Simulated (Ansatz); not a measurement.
# Is the response still linear at 0.25 V/Å? antimonene monolayer

The dipole of a slab grows in proportion to a weak field along its normal. Does the weak-field slope carry to a strong field?

How it was computed: Ansatz 0.2.0, plane waves with PAW datasets (its set soft_2), PBE-D3(BJ); atoms held at their relaxed places, 18 Å of vacuum, dipole correction, cell area 14.32 Å², 12×12 k-points, smearing 0.02585 eV. Without field the slab has a gap of 1.16 eV.

```
  run  field (V/Å)  dipole (e·Å)
run 1        −0.03      −0.01081
run 2         0.00       0.00000
run 3         0.03       0.01081
run 4         0.25             ?
```

**Question.** What value belongs in the row marked “?”, and how far can the other rows tell?

A least-squares line through the 3 rows shown has slope 0.360333 and intercept 0.000000; no row lies more than 0.00001 e·Å off it. A perfect conductor with that slope would be 180.95 × 0.36033 / 14.32 = 4.55 Å thick. At 0.25 it gives 0.360333 × 0.25 + 0.000000 = 0.09008 e·Å, beyond the rows fitted. Rounding and scatter of the rows alone allow about ±0.00004 e·Å there.

The run itself gives 0.09019 e·Å: a miss of +0.00011 e·Å. That is under 1 % of the induced dipole, so the response is still linear.

Caveats: Ions are held, so this is the electronic response. Of the series that stay linear within 1 %, this collection keeps about one in seven, and it keeps all that bend. Spin-orbit coupling is left out, which changes the bands of elements this heavy.

[Logs are printed without paths, hosts, clocks, repeated set-up lines and the standing remarks that a program may print on its own settings, such as how far it seeks lower states.]
